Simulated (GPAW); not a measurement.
Computed results, one entry a study.

### SrCl2 (2H monolayer): G0W0 with GPAW, start to end

The cell holds 3 atoms: 1 Sr and 2 Cl. Cell: a = 4.067 Å, b = 4.067 Å, c = 14.700 Å, α = 90.0°, β = 90.0°, γ = 120.0°. Vacuum lies along c.

```yaml
method: DFT, LDA, plane waves, PAW (and 1 further level or step)
program: GPAW 26.7.0
settings_of_one_run: cutoff 550 eV, GPAW PAW setups 1.2.1 data release, 9×9×1 k-mesh
cost: 4 runs, 4.2 min in all on 4 MPI ranks of Arm Neoverse V2, shared host (the runs of this entry)
notes: Values taken over the cell’s volume include its vacuum. The start is a generated structure, not a measured one. Limits: no spin-orbit coupling. Bands and cutoff are finite, so the gap is not at the basis limit. The miss can reach some tenths of an eV and take either sign; the mesh is an error of its own.
lda_gap: 4.80 eV, indirect (only 43 meV under the direct gap)
g0w0_gap_on_the_mesh: 8.13 eV
gw_settings: 6×6×1 mesh, 159 bands, screening to 48 eV, full frequency, Hilbert transform
known_limits: not at the basis limit; no spin-orbit coupling
```

G0W0 moves the gap on the mesh from 4.80 eV to 8.13 eV (+3.33 eV), with Z of 0.81 and 0.87 at the edges. Only 3 of the mesh's irreducible points were corrected, so a valley elsewhere could overtake.

[Paths, hosts, dates, memory and timing lines, banners, echoed tables and standing remarks are left out of the program output.]

[Logs are printed without paths, hosts, clocks, repeated set-up lines and the standing remarks that a program may print on its own settings, such as how far it seeks lower states.]

[Runs of the session that timed out or met a known fault of the program may be left out.]

[Hosts, paths, dates, database ids (printed as entryN), source tags and the programs' standing remarks are cut or masked in the printed files.]
